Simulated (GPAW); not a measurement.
# Core-hole calculation of the Zr L₃ edge in ZrS (Fm-3m)

Aim: the near-edge shape at the Zr L₃ edge of ZrS (Fm-3m), and what the core hole does to it.

Main program and level: GPAW 26.7.0; X-ray absorption from dipole matrix elements to empty bands, plane-wave PAW LDA.

The database entry behind the starting cell differs from later determinations by our own check (an axis about 1.9 % long against later determinations), so it need not match the best structure at ambient conditions.

## 1. The starting structure

The structure is cubic, space group Fm-3m (No. 225). The conventional cell has a = 5.250 Å, b = 5.250 Å, c = 5.250 Å, α = 90.00°, β = 90.00°, γ = 90.00°. Nearest to Zr lie 6 S at 2.62 Å. S has 6 Zr at 2.62 Å nearest. Farther neighbours and most contacts between anions are not listed.

As a file:

```
Zr S
1.0
     0.00000    2.62500    2.62500
     2.62500    0.00000    2.62500
     2.62500    2.62500    0.00000
Zr S
1 1
Direct
  0.00000 0.00000 0.00000
  0.50000 0.50000 0.50000
```

## 2. The field without a hole

A plain self-consistent run shows whether there is a gap, which decides the set-up of the core-hole run.

The input, scf.py:

```python
import numpy as np
from ase import Atoms
from ase.parallel import parprint, paropen
from gpaw import GPAW, PW, FermiDirac, Mixer, MixerDif, setup_paths
from gpaw.test import gen
setup_paths.insert(0, '.')
gen('Zr', name='nch2p', xcname='LDA', corehole=(2, 1, 0), write_xml=True)
from gpaw.mpi import world
world.barrier()

atoms = Atoms('ZrS',
    cell=[[0, 2.625, 2.625],
     [2.625, 0, 2.625],
     [2.625, 2.625, 0]],
    scaled_positions=[[0, 0, 0],
     [0.5, 0.5, 0.5]],
    pbc=True)
atoms.calc = calc = GPAW(legacy_gpaw=True, mode=PW(430), xc='LDA', setups={0: 'nch2p'},
    kpts={'size': (8, 8, 8), 'gamma': True}, occupations=FermiDirac(0.05),
    charge=0, mixer=Mixer(0.1, 5, 50), maxiter=150,
    convergence={'density': 0.0001}, txt='scf.txt')
energy = atoms.get_potential_energy() + calc.get_reference_energy()
ef = calc.get_fermi_level()
out = dict(energy=energy, fermi=ef, forces=atoms.get_forces().tolist())
parprint(f'all-electron energy {energy:.4f} eV, Fermi level {ef:.4f} eV')
ev = np.array([[calc.get_eigenvalues(k, s) for k in range(len(calc.get_ibz_k_points()))] for s in range(calc.get_number_of_spins())])
out['homo'], out['lumo'], out['counts'] = ev[ev < ef].max(), ev[ev > ef].min(), sorted(set((ev < ef).sum((0, 2)).tolist()))
out['filled'] = (ev[:, 0] < ef).sum(1).tolist()
import json
with paropen('out.json', 'w') as f:
    json.dump(out, f)
```

The run is started by

```bash
OMP_NUM_THREADS=1 mpirun -n 4 gpaw python scf.py
```

Numbers of over 12 decimals in the logs are rounded to 6 here.

Log:

```text
Input parameters:
  convergence: {density: 0.0001}
  kpts: {gamma: True,
         size: (8, 8, 8)}
  maxiter: 150
  mixer: {backend: pulay,
          beta: 0.1,
          method: separate,
          nmaxold: 5,
          weight: 50}
  mode: {ecut: 430.0,
         name: pw}
  occupations: {fixmagmom: False,
                name: fermi-dirac,
                width: 0.05}
  setups: {0: nch2p}

Initialize ...

[... PAW data sets ...]

Reference energy: -108611.146639  # eV

Spin-paired calculation

[... convergence settings ...]
Symmetries present (total): 48
  [... symmetry matrices ...]

512 k-points: 8 x 8 x 8 Monkhorst-Pack grid + [1/16,1/16,1/16]
29 k-points in the irreducible part of the Brillouin zone
       k-points in crystal coordinates                weights
   0:     0.00000000    0.00000000    0.00000000          1/512
   1:     0.12500000    0.12500000    0.00000000          6/512
   2:     0.12500000    0.12500000    0.12500000          8/512
   3:     0.25000000    0.12500000    0.12500000         12/512
   4:     0.25000000    0.25000000    0.00000000          6/512
   5:     0.25000000    0.25000000    0.12500000         24/512
   6:     0.25000000    0.25000000    0.25000000          8/512
   7:     0.37500000    0.25000000   -0.37500000         24/512
   8:     0.37500000    0.25000000    0.12500000         24/512
   9:     0.37500000    0.25000000    0.25000000         24/512
          ...
  28:     0.50000000    0.50000000    0.50000000          4/512

Wave functions: Plane wave expansion
  Cutoff energy: 430.000 eV
  Number of coefficients (min, max): 722, 754
  Pulay-stress correction: 0.000000 eV/Ang^3 (de/decut=0.000000)
  Using FFTW library
  Wavefunction extrapolation:
    Improved wavefunction reuse through dual PAW basis

Occupation numbers: Fermi-Dirac:
  width: 0.0500  # eV

Eigensolver
   Davidson(niter=2)

Densities:
  Coarse grid: 18*18*18 grid
  Fine grid: 36*36*36 grid
  Total Charge: 0.000000

Density mixing:
  Method: separate
  Backend: pulay
  Linear mixing parameter: 0.1
  old densities: 5
  Width of damping distribution: 1.1
  Damping of long wavelength oscillations: 50

[... Hamiltonian set-up ...]
Number of atoms: 2
Number of atomic orbitals: 17
Number of bands in calculation: 15
Number of valence electrons: 18
Bands to converge: occupied

... initialized

Initializing position-dependent things.

Density initialized from atomic densities
Creating initial wave functions:
  15 bands from LCAO basis set

               S

       Zr

Atomic positions and initial magnetic moments

Positions:
   0 Zr     0.000000    0.000000    0.000000    ( 0.0000,  0.0000,  0.0000)
   1 S      2.625000    2.625000    2.625000    ( 0.0000,  0.0000,  0.0000)

Unit cell:
           periodic     x           y           z      points  spacing
  1. axis:    yes    0.000000    2.625000    2.625000    18     0.1684
  2. axis:    yes    2.625000    0.000000    2.625000    18     0.1684
  3. axis:    yes    2.625000    2.625000    0.000000    18     0.1684

  Lengths:   3.712311   3.712311   3.712311
  Angles:   60.000000  60.000000  60.000000

Effective grid spacing dv^(1/3) = 0.1837

iter:   1   -16.010145
iter:   2   -16.036505   -0.89  -1.42
iter:   3   -15.975873   -1.52  -1.47
iter:   4   -15.973289   -2.89  -1.81
iter:   5   -15.980794c  -2.78  -1.81
iter:   6   -15.976143c  -2.56  -2.16
iter:   7   -15.976741c  -3.46  -2.73
iter:   8   -15.974848c  -3.69  -2.63
iter:   9   -15.974528c  -3.65  -3.03
iter:  10   -15.974538c  -4.78  -3.84
iter:  11   -15.974554c  -5.36  -3.83
iter:  12   -15.974546c  -6.53  -3.90
iter:  13   -15.974544c  -6.79  -4.16c
iter:  14   -15.974541c  -6.51  -4.27c
iter:  15   -15.974540c  -7.14  -5.15c
iter:  16   -15.974541c  -7.92c -4.86c

Converged after 16 iterations.

Dipole moment: (0.000000, 0.000000, 0.000000) |e|*Ang

Energy contributions relative to reference atoms: (reference = -108611.146639)

Kinetic:         +4.968747
Potential:       -5.128164
External:        +0.000000
XC:             -16.069968
Entropy (-ST):   -0.010585
Local:           +0.260136
SIC:             +0.000000
--------------------------
Free energy:    -15.979834
Extrapolated:   -15.974541

Showing only first 2 kpts
 Kpt  Band  Eigenvalues  Occupancy
  0     7      7.48984    2.00000
  0     8      9.62621    2.00000
  0     9      9.62621    2.00000
  0    10      9.62621    2.00000

  1     7      7.07110    2.00000
  1     8      9.21623    2.00000
  1     9     10.44441    1.99998
  1    10     10.56795    1.99982

Fermi level: 11.03324

No gap
No difference between direct/indirect transitions

Forces in eV/Ang:
  0 Zr    0.00000   -0.00000   -0.00000
  1 S    -0.00000    0.00000   -0.00000
Scalar-relativistic atomic LDA calculation for Zr (Zirconium, Z=40)
Core hole in 2p state (2p occupation: 6.0)
750 radial gridpoints.
|------------------------------------------------|
|------------------------------------------------|
[... the atom generator's iteration count ...]

Energy contributions:
-------------------------
Kinetic:    +3692.184684
XC:          -109.895672
Potential:  -7175.878938
-------------------------
Total:      -3593.589926

state      eigenvalue         ekin         rmax
-----------------------------------------------
1s^2.0 :  -653.661707   829.420089        0.024
2s^2.0 :   -90.610504   166.395580        0.137
2p^6.0 :   -80.908895   160.899875        0.109
3s^2.0 :   -14.826304    42.796876        0.409
3p^6.0 :   -11.658983    39.519476        0.402
3d^10.0:    -6.429220    34.321747        0.347
4s^2.0 :    -2.002506     9.091316        1.075
4p^6.0 :    -1.194731     7.176022        1.177
4d^2.0 :    -0.137296     2.906499        1.609
5s^2.0 :    -0.168580     1.087128        3.117
5p^0.0 :    -0.056877     0.560356        4.132
-----------------------------------------------
(units: Bohr and Hartree)

Generating PAW setup
Kinetic energy of the core from tauc = 3686.888234
Cutoffs:
rc(s)=2.500
rc(p)=2.520
rc(d)=2.350
rc(vbar)=2.400
rc(comp)=2.370
rc(nct)=2.520

Kinetic energy of the core states: 3622.958664
Charge: 0.0
Core electrons: 28.0
Valence electrons: 12.0
Pseudo-core charge: 0.001348
Shape function alpha=1.780
Pseudo-electron charge 7.301481
state    eigenvalue         norm
--------------------------------
4s(2) :    -2.002506     0.557300
5s(2) :    -0.168580     0.971584
4p(6) :    -1.194731     0.435762
5p(0) :    -0.056877     0.975807
4d(2) :    -0.137296     0.813898
*d    :     0.862704
--------------------------------

Diagonalizing with gridspacing h=0.050

state   all-electron     PAW
-------------------------------
4s:      -2.002506    -2.003001
4p:      -1.194731    -1.195441
4d:      -0.137296    -0.137746
*f:                    0.063130
-------------------------------
all-electron energy -108627.1212 eV, Fermi level 11.0332 eV
```

Wall time 6.7 s (4 MPI ranks of Arm Neoverse V1, shared host); peak memory 0.16 GiB.

The mesh shows no gap, so the system is treated as a metal and the core electron is put at the Fermi level (neutral cell).

## 3. Spectrum without a core hole, Zr atom 1

Without a hole the spectrum is the empty density of states of the right symmetry on the absorber, weighted by matrix elements. It needs only the small cell and serves as the baseline. The data set with a hole of occupation 0 only carries the core orbital.

The absorber has 6 S at 2.62 Å (octahedral, site symmetry m-3m).

The input, xas.py:

```python
import numpy as np
from ase import Atoms
from ase.parallel import parprint, paropen
from gpaw import GPAW, PW, FermiDirac, Mixer, MixerDif, setup_paths
from gpaw.test import gen
setup_paths.insert(0, '.')
gen('Zr', name='nch2p', xcname='LDA', corehole=(2, 1, 0), write_xml=True)
from gpaw.mpi import world
world.barrier()

atoms = Atoms('ZrS',
    cell=[[0, 2.625, 2.625],
     [2.625, 0, 2.625],
     [2.625, 2.625, 0]],
    scaled_positions=[[0, 0, 0],
     [0.5, 0.5, 0.5]],
    pbc=True)
atoms.calc = calc = GPAW(legacy_gpaw=True, mode=PW(430), xc='LDA', setups={0: 'nch2p'},
    kpts={'size': (11, 11, 11), 'gamma': True}, occupations=FermiDirac(0.1),
    charge=0, mixer=Mixer(0.1, 5, 50), maxiter=150,
    convergence={'density': 0.0001}, txt='scf.txt')
energy = atoms.get_potential_energy() + calc.get_reference_energy()
ef = calc.get_fermi_level()
out = dict(energy=energy, fermi=ef, forces=atoms.get_forces().tolist())
parprint(f'all-electron energy {energy:.4f} eV, Fermi level {ef:.4f} eV')
ev = np.array([[calc.get_eigenvalues(k, s) for k in range(len(calc.get_ibz_k_points()))] for s in range(calc.get_number_of_spins())])
out['homo'], out['lumo'], out['counts'] = ev[ev < ef].max(), ev[ev > ef].min(), sorted(set((ev < ef).sum((0, 2)).tolist()))
out['filled'] = (ev[:, 0] < ef).sum(1).tolist()

from ase.units import Ha
from gpaw.xas import dipole_matrix_elements
nb = int(calc.get_number_of_electrons() / 2) + 30
top = nb
nscf = calc.fixed_density(kpts={'size': (8, 8, 8), 'gamma': True},
    convergence={'eigenstates': 1.0}, txt='nscf.txt')
nscf.diagonalize_full_hamiltonian(nbands=nb)
cell = atoms.cell.array
ops = [cell.T @ U.T @ np.linalg.inv(cell.T) for U in nscf.wfs.kd.symmetry.op_scc]
E = np.arange(-25, 34, 0.1)
fwhm = np.interp(E, [4, 25], [1.57, 3.5])
Y, X, zero, highest = 0, 0, 1e9, 1e9
for spin in range(nscf.get_number_of_spins()):
    wfs = nscf.wfs
    A = dipole_matrix_elements(wfs.setups[0])
    eps = np.zeros((wfs.kd.nibzkpts, nb))
    d = np.zeros((3, A.shape[1], wfs.kd.nibzkpts, nb), complex)
    for kpt in wfs.kpt_u:
        if kpt.s == spin and 0 in kpt.P_ani:
            eps[kpt.k] = kpt.eps_n * Ha
            d[:, :, kpt.k] = (kpt.weight * wfs.nspins / 2) ** 0.5 * np.inner(A, kpt.P_ani[0])
    world.sum(eps)
    world.sum(d)
    T = np.einsum('amkn,bmkn->abkn', d, d.conj()).real
    T = sum(np.einsum('ai,ijkn,bj->abkn', R, T, R) for R in ops) / len(ops)
    empty = eps > ef
    zero, highest = min(zero, eps[empty].min()), min(highest, eps[:, top - 1].min())
    lines = [(eps, T, empty)] if spin == 0 else lines + [(eps, T, empty)]
for eps, T, empty in lines:
    f = np.einsum('aakn->akn', T).reshape(3, -1)
    x = eps.ravel() - zero
    w = np.interp(x, E, fwhm) / 2.35482
    g = np.exp(-0.5 * ((E[:, None] - x) / w) ** 2) / (w * (2 * np.pi) ** 0.5)
    Y = Y + (f * empty.ravel()) @ g.T
    X = X + (f * ~empty.ravel()) @ g.T
out.update(E=E.round(2).tolist(), xas=Y.tolist(), xes=X.tolist(), zero=zero, valid=highest - zero, nk=len(eps), nb=nb)
for i in range(0, len(E), 10):
    parprint(f'{E[i]:7.2f}', *(f'{v:10.3e}' for v in Y[:, i]))
import json
with paropen('out.json', 'w') as f:
    json.dump(out, f)
```

The run is started by

```bash
OMP_NUM_THREADS=1 mpirun -n 4 gpaw python xas.py
```

Log:

```text
Input parameters:
  convergence: {density: 0.0001}
  kpts: {gamma: True,
         size: (11, 11, 11)}
  maxiter: 150
  mixer: {backend: pulay,
          beta: 0.1,
          method: separate,
          nmaxold: 5,
          weight: 50}
  mode: {ecut: 430.0,
         name: pw}
  occupations: {fixmagmom: False,
                name: fermi-dirac,
                width: 0.1}
  setups: {0: nch2p}

Initialize ...

[...]
*d    :     0.862704
--------------------------------

Diagonalizing with gridspacing h=0.050

state   all-electron     PAW
-------------------------------
4s:      -2.002506    -2.003001
4p:      -1.194731    -1.195441
4d:      -0.137296    -0.137746
*f:                    0.063130
-------------------------------
all-electron energy -108627.1156 eV, Fermi level 10.9782 eV
[...]
32.00  1.044e-05  1.044e-05  1.044e-05
  33.00  1.003e-05  1.003e-05  1.003e-05
[key lines of the parts left out:]
Converged after 16 iterations.
Dipole moment: (0.000000, -0.000000, -0.000000) |e|*Ang
Free energy:    -15.994700
Fermi level: 10.97818
```

Run time: 18 s. Hardware: 4 MPI ranks; peak memory 0.24 GiB.

The Zr L₃ spectrum, Zr atom 1, no core hole (energy from the lowest empty level; intensity scaled to a mean of 1 over the first 20 eV):

```
E (eV)  intensity
  -2.0       0.00
  -1.5       0.03
  -1.0       0.14
  -0.5       0.49
   0.0       1.14
   0.5       2.00
   1.0       2.84
   1.5       3.41
   2.0       3.42
   2.5       2.78
   3.0       1.98
   3.5       1.39
   4.0       1.00
   4.5       0.78
   5.0       0.72
   5.5       0.73
   6.0       0.72
   6.5       0.73
   7.0       0.82
   7.5       0.94
   8.0       1.00
   8.5       0.98
   9.0       0.91
   9.5       0.83
  10.0       0.77
  10.5       0.73
  11.0       0.69
  11.5       0.62
  12.0       0.52
  12.5       0.44
  13.0       0.39
  13.5       0.36
  14.0       0.37
  14.5       0.40
  15.0       0.45
  15.5       0.51
  16.0       0.56
  16.5       0.60
  17.0       0.63
  17.5       0.65
  18.0       0.65
  18.5       0.62
  19.0       0.58
  19.5       0.53
  20.0       0.47
  20.5       0.43
  21.0       0.40
  21.5       0.40
  22.0       0.42
  22.5       0.44
  23.0       0.46
  23.5       0.47
  24.0       0.47
  24.5       0.46
  25.0       0.45
  25.5       0.45
  26.0       0.46
  26.5       0.48
  27.0       0.51
  27.5       0.55
  28.0       0.59
  28.5       0.62
  29.0       0.65
  29.5       0.66
  30.0       0.65
  30.5       0.62
  31.0       0.59
  31.5       0.54
  32.0       0.51
```

Main maxima below 30 eV (height): 1.8 eV (3.51), 8.2 eV (1.00), 17.8 eV (0.65) and 29.6 eV (0.66). At an L edge the dipole rule selects empty d (and weakly s) states on the absorber, and the strong line at the onset measures the empty part of its d band.

The same matrix elements for filled bands give the Zr L₃ emission of Zr atom 1 (ground-state approximation; energy from the lowest empty level, largest value 1):

```
E (eV)  emission
-24.00      0.00
-23.25      0.00
-22.50      0.00
-21.75      0.00
-21.00      0.00
-20.25      0.00
-19.50      0.00
-18.75      0.00
-18.00      0.00
-17.25      0.00
-16.50      0.00
-15.75      0.01
-15.00      0.03
-14.25      0.03
-13.50      0.01
-12.75      0.00
-12.00      0.00
-11.25      0.00
-10.50      0.00
 -9.75      0.00
 -9.00      0.01
 -8.25      0.04
 -7.50      0.13
 -6.75      0.30
 -6.00      0.53
 -5.25      0.53
 -4.50      0.26
 -3.75      0.10
 -3.00      0.17
 -2.25      0.40
 -1.50      0.76
 -0.75      1.00
  0.00      0.69
  0.75      0.20
  1.50      0.02
  2.25      0.00
  3.00      0.00
```

Emission maxima: -5.6 eV (0.59) and -0.8 eV (1.00).

## 4. Reference energy of the supercell

The photon energy needs a difference of total energies, so the cell and mesh of the coming hole run are first run without a hole.

scf.py: that of step 2 with these lines changed.

```diff
@@ -10,11 +10,25 @@
 
-atoms = Atoms('ZrS',
-    cell=[[0, 2.625, 2.625],
-     [2.625, 0, 2.625],
-     [2.625, 2.625, 0]],
+atoms = Atoms('Zr8S8',
+    cell=[[0, 5.25, 5.25],
+     [5.25, 0, 5.25],
+     [5.25, 5.25, 0]],
     scaled_positions=[[0, 0, 0],
-     [0.5, 0.5, 0.5]],
+     [0, 0, 0.5],
+     [0, 0.5, 0],
+     [0.5, 0, 0],
+     [0, 0.5, 0.5],
+     [0.5, 0, 0.5],
+     [0.5, 0.5, 0],
+     [0.5, 0.5, 0.5],
+     [0.25, 0.25, 0.25],
+     [0.25, 0.25, 0.75],
+     [0.25, 0.75, 0.25],
+     [0.75, 0.25, 0.25],
+     [0.25, 0.75, 0.75],
+     [0.75, 0.25, 0.75],
+     [0.75, 0.75, 0.25],
+     [0.75, 0.75, 0.75]],
     pbc=True)
 atoms.calc = calc = GPAW(legacy_gpaw=True, mode=PW(430), xc='LDA', setups={0: 'nch2p'},
-    kpts={'size': (8, 8, 8), 'gamma': True}, occupations=FermiDirac(0.05),
+    kpts={'size': (4, 4, 4), 'gamma': True}, occupations=FermiDirac(0.1),
     charge=0, mixer=Mixer(0.1, 5, 50), maxiter=150,
```

The run is started by

```bash
OMP_NUM_THREADS=1 mpirun -n 4 gpaw python scf.py
```

Log:

```text
Input parameters:
  convergence: {density: 0.0001}
  kpts: {gamma: True,
         size: (4, 4, 4)}
  maxiter: 150
  mixer: {backend: pulay,
          beta: 0.1,
          method: separate,
          nmaxold: 5,
          weight: 50}
  mode: {ecut: 430.0,
         name: pw}
  occupations: {fixmagmom: False,
                name: fermi-dirac,
                width: 0.1}
  setups: {0: nch2p}

Initialize ...

[...]
5s(2) :    -0.168580     0.971584
4p(6) :    -1.194731     0.435762
5p(0) :    -0.056877     0.975807
4d(2) :    -0.137296     0.813898
*d    :     0.862704
--------------------------------

Diagonalizing with gridspacing h=0.050

state   all-electron     PAW
-------------------------------
4s:      -2.002506    -2.003001
4p:      -1.194731    -1.195441
4d:      -0.137296    -0.137746
*f:                    0.063130
-------------------------------
all-electron energy -869016.9601 eV, Fermi level 11.0117 eV
[key lines of the parts left out:]
Converged after 19 iterations.
Dipole moment: (0.000000, 0.000000, -0.000000) |e|*Ang
Free energy:   -127.975242
Fermi level: 11.01171
```

Run time: 55 s. Hardware: 4 MPI ranks; peak memory 0.35 GiB.

Reference energy: -869016.960 eV with the cores included.

(Part 1 of 3 ends here.)

[Banner, clock and machine lines of the logs are left out without a mark of their own.]

[Logs are printed without paths, hosts, clocks, repeated set-up lines and the standing remarks that a program may print on its own settings, such as how far it seeks lower states.]

[Hosts, paths, dates, database ids (printed as entryN), source tags and the programs' standing remarks are cut or masked in the printed files.]

[Lists of maxima count a maximum above −3 eV only where it reaches 4 % of the highest in the window and stands out from its surroundings by 2 % of it (1.5 % where it reaches 55 %); shoulders and weaker maxima are passed over, and of the rest the first, up to two pre-edge ones and the few strongest are named.]
